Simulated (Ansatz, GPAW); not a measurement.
# A 10-layer slab of Al(100): work function by functional and basis, part 3 of 3

Aim: the work function of both faces of a 10-layer slab of Al(100), and its spread over functionals and bases.

GPAW 26.7.0 and Ansatz 0.2.0; Ansatz plane waves; slab in vacuum with a dipole correction, relaxation (the session's first sound run).

So far, upper work function (eV): step 2 (relaxation, PBE) 4.25; step 4 (self-consistent run: xc = "revPBE") 4.20; step 5 (OptPBE vdW: xc = "optPBE-vdW", GPAW, PAW setups, GPAW) 4.38; step 6 (self-consistent run: xc = "LDA") 4.40; step 7 (real-space grid: mode = "fd", PBE, GPAW) 4.26.

**9. A second plane-wave code**

A second program with its own datasets checks the number independently.

This step: Ansatz plane waves; slab in vacuum with a dipole correction (Ansatz 0.2.0).

Input file input.yaml:

```yaml
crystal:
  lattice:
    - [2.8637824638, 0.0, 0.0]
    - [0.0, 2.8637824638, 0.0]
    - [0.0, 0.0, 32.225]
  atoms:
    - { symbol: Al, position: [0.5, 0.5, 0.2172226532] }
    - { symbol: Al, position: [0.0, 0.0, 0.2800620636] }
    - { symbol: Al, position: [0.5, 0.5, 0.342901474] }
    - { symbol: Al, position: [0.0, 0.0, 0.4057408844] }
    - { symbol: Al, position: [0.5, 0.5, 0.4685802948] }
    - { symbol: Al, position: [0.0, 0.0, 0.5317578053] }
    - { symbol: Al, position: [0.5, 0.5, 0.593897882] }
    - { symbol: Al, position: [0.0, 0.0, 0.6570824821] }
    - { symbol: Al, position: [0.5, 0.5, 0.7199514755] }
    - { symbol: Al, position: [0.0, 0.0, 0.7833131309] }
kpoints:
  mp_grid: { grid: [11, 11, 1] }
hamiltonian:
  xc: pbe
scf:
  occupations: { method: fermi_dirac, width: 0.1 }
efield:
  axis: 3
  dipole_correction: true
  ramp_width: 0.05
output:
  forces: true
  write_potential: true
  write_density: true
  volumetric_format: npy
```

Launch:

```sh
> ansatz run input.yaml --threads 4 --pin off --max-ram 8192MiB --backend cpu --events-out ev --progress --plain --runs-dir out
```

Numbers of over 12 decimals in the logs are rounded to 6 here.

The log of the run:

```text
[...]
Crystal: 10 atoms, lattice volume = 264.285 Å³
Basis set: ecut = 420 eV, 5167 PW (Γ), exchange–correlation on 40×40×432 points (8 copies of the dense FFT grid, shifted against one another)
Bands: 25, of which v1, the nominal top of the filled ones, is band 15 counted from 1 (14 counted from 0)
Symmetry: 8 space group operations
[...]
k-points: 21 of 121
[...]
SCF iter   1: F=—  HF=-5374.151680 eV  |F-HF|=—  |Δ(HF+E_count)|=         —  Δρ=2.04e-3  dr2=7.99e-1  ethr=1.77e-3  p=-0.000 e·Å  D=-5.18e-5 V/Å  ΔV_dip=0.00 eV  dr2_dipole=1.13e-3  V_vac-E_F(+/−)=4.05/4.05 eV  ⟨swp⟩=10.1  Hψ=3484  notcnv=0  defer=2
[...]
SCF iter   6: F=-5374.134481 eV  HF=-5374.134481 eV  |F-HF|=6.31e-9  |Δ(HF+E_count)|=   1.75e-7  Δρ=1.28e-6  dr2=1.92e-8  ethr=3.33e-10  p=0.000 e·Å  D=2.01e-4 V/Å  ΔV_dip=-0.01 eV  dr2_dipole=5.93e-10  V_vac-E_F(+/−)=4.26/4.26 eV  ⟨swp⟩=20.9  Hψ=5056  notcnv=0
SCF 1 converged in 6 iterations: F = -5374.134481 eV  dr2 = 1.92e-8
[...]
SCF converged after 6 iterations
Free energy (F): -5374.134481 eV
[...]
Internal energy: -5373.984803 eV  (E = F + TS)
E sigma→0 (E₀):  -5374.059642 eV
Entropy (-TS):   -0.149678 eV (-14.968 meV/atom)
Fermi energy:    3.414670 eV
Dipole field:    D = 0.000173 V/Å  (p = 0.000253 e·Å, saw-weighted, corrected)
Work function:   Φ+ = 4.2554 eV   Φ− = 4.2610 eV
[...]
--- Forces (eV/Å), atoms counted from 1 ---
  atom   1  Al    -0.00000000     0.00000000    -0.04336291
  atom   2  Al    -0.00000000     0.00000000     0.03083773
  atom   3  Al     0.00000000     0.00000000    -0.01229067
  atom   4  Al     0.00000000     0.00000000     0.08667261
  atom   5  Al    -0.00000000     0.00000000    -0.06209351
  atom   6  Al     0.00000000     0.00000000    -0.00112101
  atom   7  Al    -0.00000000     0.00000000     0.00082172
  atom   8  Al    -0.00000000     0.00000000     0.00004983
  atom   9  Al     0.00000000     0.00000000    -0.00017022
  atom  10  Al     0.00000000     0.00000000     0.00065280
  max |Σ_I F_I| component: 3.63e-6 eV/Å
--- Band table (eV; the first three rows and the last of 21) ---
  k-point 0: bands = [... 11 lower, 3.0857, 4.6068, 6.0203, 6.9823, 7.8643, 8.0715, 8.6986, 8.9554, ... 6 higher]
  k-point 1: bands = [... 11 lower, 3.2240, 4.7398, 6.1460, 6.4753, 6.7190, 7.1137, 7.1272, 7.6168, ... 6 higher]
  k-point 2: bands = [... 11 lower, 3.5595, 4.0747, 4.1786, 4.5983, 5.1085, 5.2461, 5.8341, 6.6135, ... 6 higher]
  k-point 20: bands = [... 11 lower, 2.2813, 2.4888, 2.6488, 2.9759, 3.0918, 3.2264, 3.2937, 3.4015, ... 6 higher]
```

The job ended after 7.8 s (4 threads of Arm Neoverse N1, shared host; peak memory 0.53 GiB).

The column dr2 measures how far the density is from self-consistency, as an energy; F and HF (Harris–Foulkes) agree once it is small.

Numbers from this step:

```
upper work function     : 4.255 eV
lower work function     : 4.261 eV
dipole along the normal : 2.53e-4 e·Å
dipole field            : 1.73e-4 V/Å
vacuum level below      : 7.676 eV
```

The electrostatic potential energy of an electron (with the applied field's), less the Fermi level, planar mean oscillates, so the rows of the table below give means over windows of 2.01 Å about each position, cut where the curve ends. Its maxima inside the range that stand out by 2 % of the span (Å: eV): 8.1: -2.09, 10.0: -2.07, 12.1: -2.05, 14.0: -2.10, 16.1: -1.99, 18.2: -2.28, 20.1: -1.96, 22.2: -2.05, 24.2: -1.98. Its minima: 7.0: -5.86, 9.1: -6.03, 11.0: -6.08, 13.1: -6.08, 15.1: -6.07, 17.2: -6.08, 19.1: -6.09, 21.2: -6.08, 23.1: -6.02, 25.2: -5.86.

The electrostatic potential energy of an electron (with the applied field's), less the Fermi level, planar mean by z; means over each step:

```csv
z (Å),"electrostatic potential energy of an electron (with the applied field's), less the Fermi level, planar mean (eV)"
1.00,4.26
3.01,4.26
5.02,3.42
7.03,-4.22
9.04,-4.62
11.05,-4.64
13.06,-4.64
15.07,-4.62
17.08,-4.65
19.09,-4.66
21.10,-4.62
23.11,-4.59
25.12,-4.28
27.13,3.24
29.14,4.25
31.15,4.26
```

The valence density, planar mean oscillates, so the rows of the table below give means over windows of 2.01 Å about each position, cut where the curve ends. Its maxima inside the range that stand out by 2 % of the span (Å: e/Å³): 8.1: 0.194, 10.0: 0.197, 12.1: 0.198, 14.2: 0.198, 16.1: 0.195, 18.2: 0.201, 20.1: 0.196, 22.2: 0.197, 24.2: 0.192. Its minima: 9.1: 0.164, 11.0: 0.163, 13.1: 0.162, 15.1: 0.163, 17.2: 0.163, 19.1: 0.163, 21.2: 0.162, 23.1: 0.164.

Table of valence density, planar mean by z; means over each step:

z (Å), valence density, planar mean (e/Å³) and a bar:
```
     1.00      0.000 
     3.01      0.000 
     5.02      0.024 ####
     7.03      0.160 ###########################
     9.04      0.180 ##############################
    11.05      0.181 ##############################
    13.06      0.180 ##############################
    15.07      0.180 ##############################
    17.08      0.181 ##############################
    19.09      0.181 ##############################
    21.10      0.180 ##############################
    23.11      0.180 ##############################
    25.12      0.163 ###########################
    27.13      0.028 #####
    29.14      0.000 
    31.15      0.000
```

Force by atom:

```csv
atom,x (eV/Å),y (eV/Å),z (eV/Å),size
Al1,0.0000,0.0000,-0.0434,0.0434
Al2,0.0000,0.0000,0.0308,0.0308
Al3,0.0000,0.0000,-0.0123,0.0123
Al4,0.0000,0.0000,0.0867,0.0867
Al5,0.0000,0.0000,-0.0621,0.0621
Al6,0.0000,0.0000,-0.0011,0.0011
Al7,0.0000,0.0000,0.0008,0.0008
Al8,0.0000,0.0000,0.0000,0.0000
Al9,0.0000,0.0000,-0.0002,0.0002
Al10,0.0000,0.0000,0.0007,0.0007
```

The upper face's work function is 4.255 eV, against 4.258 eV in the first plane-wave PBE run at this geometry.

**10. Side by side**

Results and costs are gathered.

This step: comparison of work functions, dipole and cost (GPAW 26.7.0).

Ladder, by row:

```csv
step,code,"work function, upper (eV)","work function, lower (eV)",dipole (e Å),wall time (s),peak memory (GiB),threads
pw,GPAW,4.258,4.264,2.14e-4,300.2,0.25,1
revPBE,GPAW,4.195,4.202,2.18e-4,301.4,0.25,1
optPBE-vdW,GPAW,4.384,4.391,2.40e-4,503.2,0.4,1
LDA,GPAW,4.404,4.411,2.23e-4,316.5,0.25,1
fd,GPAW,4.258,4.264,2.94e-4,1116,0.94,1
ansatz,Ansatz,4.255,4.261,2.53e-4,7.78,0.533,4
```

**11. A changed run**

One more run, with changed settings.

This step: GPAW, PAW setups; slab in vacuum (GPAW 26.7.0).

Input file run.py:

```python
import json
import numpy as np
from ase import Atoms
from gpaw import GPAW, PW

slab = Atoms(
    ['Al', 'Al', 'Al', 'Al', 'Al', 'Al', 'Al', 'Al', 'Al', 'Al'],
    positions=[
        [1.43189, 1.43189, 7.00000],
        [0.00000, 0.00000, 9.02500],
        [1.43189, 1.43189, 11.05000],
        [0.00000, 0.00000, 13.07500],
        [1.43189, 1.43189, 15.10000],
        [0.00000, 0.00000, 17.13590],
        [1.43189, 1.43189, 19.13836],
        [0.00000, 0.00000, 21.17448],
        [1.43189, 1.43189, 23.20044],
        [0.00000, 0.00000, 25.24227]],
    cell=[[2.86378, 0.0, 0.0], [0.0, 2.86378, 0.0], [0.0, 0.0, 32.225]],
    pbc=[True, True, False])

slab.calc = GPAW(mode=PW(400), xc='pbe96', kpts={'size': (11, 11, 1), 'gamma': True},
                 occupations={'name': 'fermi-dirac', 'width': 0.1}, nbands='200%',
                 convergence={'density': 1e-05}, maxiter=75,
                 poissonsolver={'dipolelayer': 'xy'},
                 symmetry={'tolerance': 1e-3}, txt='slab.txt')
result = {}
energy = slab.get_potential_energy()
fermi = slab.calc.get_fermi_level()
v = slab.calc.get_electrostatic_potential().mean((0, 1)) - fermi
n = slab.calc.get_pseudo_density().mean((0, 1))
L = slab.cell[2, 2]
z = np.arange(len(v)) * L / len(v)
low, high = slab.positions[:, 2].min(), slab.positions[:, 2].max()
below, above = np.interp([low - 4.8, high + 4.8], z, v)
slopes = [np.interp(x, z, np.gradient(v, z)) for x in (low - 4.8, high + 4.8)]
eps = np.array([[slab.calc.get_eigenvalues(k, s) for k in range(len(slab.calc.get_ibz_k_points()))]
                for s in range(slab.calc.get_number_of_spins())]) - fermi
top, bottom = eps[eps < 0].max(), eps[eps > 0].min()
dipole = slab.get_dipole_moment()[2]
print(f'energy {energy:.4f} eV, Fermi level {fermi:.4f} eV, dipole {dipole:.5f} e A')
print(f'potential 4.8 A off the faces, from the Fermi level: lower {below:.4f} eV, upper {above:.4f} eV')
print(f'slope of the potential there: lower {slopes[0]:.5f}, upper {slopes[1]:.5f} eV/A')
print(f'nearest levels on the mesh: {top:.4f} and {bottom:.4f} eV')
print('magnetic moment', round(slab.get_magnetic_moment(), 3))
result.update(energy=energy, fermi=fermi, dipole=dipole, below=below, above=above, slopes=slopes, edges=[top, bottom],
              z=z.tolist(), v=v.tolist(), n=n.tolist(), positions=slab.positions.tolist(),
              forces=slab.get_forces(apply_constraint=False).tolist(), moments=slab.get_magnetic_moments().tolist())
json.dump(result, open('result.json', 'w'))
```

Launch:

```sh
> OMP_NUM_THREADS=1 OPENBLAS_NUM_THREADS=1 python run.py
```

The log of the run:

```text
NameError: Unknown functional: pbe96.
```

The job ended after 1.2 s (1 thread; peak memory 0.1 GiB).

The program refused the input before any cycle.

The program's message: “NameError: Unknown functional: pbe96.”

The change that led to it: xc = "pbe96".

**12. Outcome**

```json
{
  "work function, upper and lower face": "4.258 and 4.264 eV",
  "dipole along the normal": "2.1e-4 e Å, near the numerical noise"
}
```

In words: With plane waves and PBE the work function is 4.26 eV on the upper face and 4.26 eV on the lower. The measured value for this face is 4.32 eV (as compiled in "Properties of real metallic surfaces: Effects of density functional semilocality and van der Waals nonlocality", 2017, arxiv:1702.08515); the relaxed upper face lies 0.062 eV under it with PBE, and PBE comes nearest (4.26 eV). Measured work functions scatter by a tenth of an eV or more between methods. Over the sound runs of the table the upper face's work function spans 4.195 (revPBE) to 4.404 eV (LDA). The two plane-wave codes differ by 0.0026 eV on the upper face. The small printed dipole stands for a step of -4.7 meV from the lower to the upper face, and the probes find -6.4 meV; values this small are near the numerical noise of both. The in-plane lattice was kept as typed, which isn't the functional's own and leaves some strain; spin-orbit coupling and temperature are left out.

[Logs are printed without paths, hosts, clocks, repeated set-up lines and the standing remarks that a program may print on its own settings, such as how far it seeks lower states.]

[Hosts, paths, dates, database ids (printed as entryN), source tags and the programs' standing remarks are cut or masked in the printed files.]
